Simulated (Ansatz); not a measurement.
# Ni wire along [110], 14 atoms a period: bands along the axis, part 2 of 2

What gap, if any, does the Ni wire along [110], 14 atoms a period have, and how many channels would it open?

Ansatz 0.2.0; DFT PBE, plane waves, PAW; relaxation of a wire's period; PAW set soft_1 (the session's first sound run).

So far: The starting structure; Relaxation of atoms and period.

### 2. Relaxation of atoms and period (continued)

Relaxation path:

```csv
step,energy less that of the first step (eV),largest force component (eV/Å),pressure (GPa),volume (Å³)
1,0.0000,0.7446,-2.75,491.47
2,-0.2448,0.4221,-1.43,485.58
3,-0.3392,0.0680,0.28,477.75
4,-0.3417,0.0211,-0.09,478.88
5,-0.3420,0.0007,-0.02,478.81
6*,-0.3386,0.0007,-0.01,478.81
```

Relaxation steps marked * repeat the geometry before them on a plane-wave basis chosen anew for their cell, so energy and pressure can jump there.

The run keeps the 8 symmetry operations that it works with, so distortions that break them were not tested.

```csv
cell as run,before,after,change
c (Å),2.489,2.425,-2.6 %
```

The atoms that moved most (Å, along periodic axes as changes of fractional coordinates times the final cell, across vacuum about the mean position):

```csv
atom,dx,dy,dz,length
Ni7,0.000,0.117,0.000,0.117
Ni10,0.000,-0.117,0.000,0.117
Ni11,-0.067,0.018,0.000,0.069
Ni5,0.067,0.018,0.000,0.069
Ni12,-0.067,-0.018,0.000,0.069
Ni6,0.067,-0.018,0.000,0.069
Ni14,0.016,0.006,0.000,0.017
Ni13,-0.016,0.006,0.000,0.017
```

Numbers from this step:

```
energy at zero smearing    : -81746.5043 eV
total moment               : 9.799 μB
absolute moment            : 11.15 μB
cell length along the wire : 2.425 Å
```

Site moment by atom:

```csv
atom,site moment (μB)
Ni1,0.729
Ni2,0.735
Ni3,0.729
Ni4,0.735
Ni5,0.752
Ni6,0.752
Ni7,0.736
Ni8,0.730
Ni9,0.730
Ni10,0.736
Ni11,0.752
Ni12,0.752
Ni13,0.729
Ni14,0.729
```

The cell's length comes to 2.425 Å with an absolute moment of 11.15 μB a cell.

### 3. The wire at its relaxed period

This step: DFT PBE, plane waves, PAW; bands of a perfect wire; PAW set soft_1 (Ansatz 0.2.0).

At the relaxed period the bands are computed along the axis; those that cross an energy going forward count the channels that a perfect wire would open there.

input.yaml

```yaml
crystal:
  lattice:
    - [13.84, 0.0, 0.0]
    - [0.0, 14.267, 0.0]
    - [0.0, 0.0, 2.4249160314]
  atoms:
    - { symbol: Ni, position: [0.371686261, 0.674055449, 0.0], spin: 0.73 }
    - { symbol: Ni, position: [0.372491051, 0.5, 0.0], spin: 0.74 }
    - { symbol: Ni, position: [0.628313739, 0.674055449, 0.0], spin: 0.73 }
    - { symbol: Ni, position: [0.627508949, 0.5, 0.0], spin: 0.74 }
    - { symbol: Ni, position: [0.250505199, 0.414064808, 0.5], spin: 0.75 }
    - { symbol: Ni, position: [0.250505199, 0.585935192, 0.5], spin: 0.75 }
    - { symbol: Ni, position: [0.5, 0.24650832, 0.5], spin: 0.74 }
    - { symbol: Ni, position: [0.5, 0.413578855, 0.5], spin: 0.73 }
    - { symbol: Ni, position: [0.5, 0.586421145, 0.5], spin: 0.73 }
    - { symbol: Ni, position: [0.5, 0.75349168, 0.5], spin: 0.74 }
    - { symbol: Ni, position: [0.749494801, 0.414064808, 0.5], spin: 0.75 }
    - { symbol: Ni, position: [0.749494801, 0.585935192, 0.5], spin: 0.75 }
    - { symbol: Ni, position: [0.371686261, 0.325944551, 0.0], spin: 0.73 }
    - { symbol: Ni, position: [0.628313739, 0.325944551, 0.0], spin: 0.73 }
magnetization:
  spin_polarized: true
kpoints:
  mp_grid: { grid: [1, 1, 33] }
  band_path: { path: ["Γ", Z], npoints: 90 }
scf:
  occupations: { method: fermi_dirac, width: 0.05 }
hamiltonian:
  xc: pbe
  pseudopotentials: { kind: paw, azcp: { folder: soft_1 } }
output:
  dos: { e_range: [-5, 4] }
  write_potential: true
  write_density: true
  volumetric_format: npy
```

Launch:

```console
$ ansatz run input.yaml --threads 4 --pin off --max-ram 16384MiB --backend cpu --events-out ev --progress --plain --runs-dir out
```

Numbers of over 12 decimals in the logs are rounded to 6 here.

The program printed:

```text
[...]
Crystal: 14 atoms, lattice volume = 478.812 Å³
Basis set: ecut = 420 eV, 9277 PW (Γ)
Bands: 158, of which v1, the nominal top of the filled ones, is band 126 counted from 1 (125 counted from 0)
Symmetry: 8 space group operations
[...]
k-points: 17 of 33
[...]
Starting moments: Σ|m| = 10.34 μB on 14 of 14 sites
[...]
SCF iter   1: F=—  HF=-81733.968335 eV  |F-HF|=—  |Δ(HF+E_count)|=         —  Δρ=2.84e-2 (↑2.15e-2 ↓2.84e-2)  dr2=2.06e1  dr2_m=1.92e0  M=11.688 μB ∫|m|=12.326 μB  β_m=0.30  ethr=3.10e-3  ⟨swp⟩=8.6  Hψ=25809  notcnv=0  defer=237
[...]
SCF iter  16: F=-81746.619705 eV  HF=-81746.619706 eV  |F-HF|=2.05e-8  |Δ(HF+E_count)|=   8.66e-9  Δρ=1.75e-6 (↑4.49e-7 ↓1.75e-6)  dr2=2.50e-8  dr2_m=2.48e-9  M=9.798 μB ∫|m|=11.135 μB  ethr=2.11e-11  ⟨swp⟩=13.3  Hψ=25639  notcnv=0
SCF 1 converged in 16 iterations: F = -81746.619705 eV  dr2 = 2.50e-8
[...]
WARN: The output density's exchange-correlation potential varies sharply where the density is thin. Do not read a vacuum level from v_tot or v_xc, or from such a field of the output density. On a cell that repeats whose density bears no net charge and no dipole along the vacuum's axis use v_es (v_loc + v_h of the components); under efield.dipole_correction with no amplitude use v_es + v_field, which holds any externa [...]
NSCF: frozen V_eff on 91 k-points
SCF converged after 16 iterations
Magnetization: 9.7985 μB (130.8992 up, 121.1008 down)
Absolute magnetization: 11.1494 μB (∫|ρ↑−ρ↓|, with the PAW one-centre terms)
[...]
Per-site moments (μB) at R_I (Å): [(0.729471, 0.998851), (0.735297, 0.995444), (0.729471, 0.998851), (0.735297, 0.995444), (0.752019, 0.995444), (0.752019, 0.995444), (0.735588, 0.983233), (0.730215, 0.983233), (0.730215, 0.983233), (0.735588, 0.983233), (0.752019, 0.995444), (0.752019, 0.995444), (0.729471, 0.998851), (0.729471, 0.998851)]
Free energy (F): -81746.619705 eV
[...]
Internal energy: -81746.389343 eV  (E = F + TS)
E sigma→0 (E₀):  -81746.504524 eV
Entropy (-TS):   -0.230362 eV (-16.454 meV/atom)
Fermi energy:    2.578857 eV
[...]
--- Band table (eV; the first three rows and the last of 34) ---
  k-point 0 ↑: bands = [... 122 lower, 1.7823, 1.7994, 1.8279, 1.9386, 1.9548, 1.9646, 1.9676, 1.9816, ... 28 higher]
  k-point 1 ↑: bands = [... 122 lower, 1.7746, 1.7868, 1.8170, 1.8902, 1.9483, 1.9547, 1.9585, 1.9715, ... 28 higher]
  k-point 2 ↑: bands = [... 122 lower, 1.7705, 1.7873, 1.8459, 1.8800, 1.9023, 1.9179, 1.9300, 1.9572, ... 28 higher]
  k-point 16 ↓: bands = [... 122 lower, 2.9275, 3.0170, 3.0459, 3.0689, 3.8199, 4.0700, 4.2917, 4.6776, ... 28 higher]
```

The job ended after 2.9 min (4 threads of Intel Xeon Platinum 8488C (Sapphire Rapids), shared host; peak memory 6 GiB; 11 min of CPU time).

Reading the cycles: dr2 is the Hartree energy of the density residual (eV), the measure of convergence; HF is the Harris–Foulkes estimate of the energy, which meets the free energy F at convergence.

This step gave:

| Item | Value |
| --- | --- |
| energy at zero smearing | -81746.5045 eV |
| total moment | 9.798 μB |
| band gap | 0 eV |

Between Γ and Z the bands cross the Fermi level 26 times, so a perfect wire would conduct at least 13 G₀, with an absolute moment of 11.15 μB a cell.

### 4. Summary of results

| Item | Value |
| --- | --- |
| cell length, PBE | 2.425 Å |
| absolute moment, PBE | 11.1 μB |
| ballistic conductance by band crossings, a lower bound, PBE | 13 G₀ |

What this shows: Under PBE the cell's length is 2.42 Å, the absolute moment is 11.15 μB a cell, and the bands cross the Fermi level 26 times between Γ and Z, which gives a perfect wire at least 13 G₀ (opposite crossings within one step of the path cancel in such a count). In the perfect wire the moments were started parallel, and no opposed start was run. No search over magnetic orders was made; another may lie lower.

[Logs are printed without paths, hosts, clocks, repeated set-up lines and the standing remarks that a program may print on its own settings, such as how far it seeks lower states.]

[Hosts, paths, dates, database ids (printed as entryN), source tags and the programs' standing remarks are cut or masked in the printed files.]
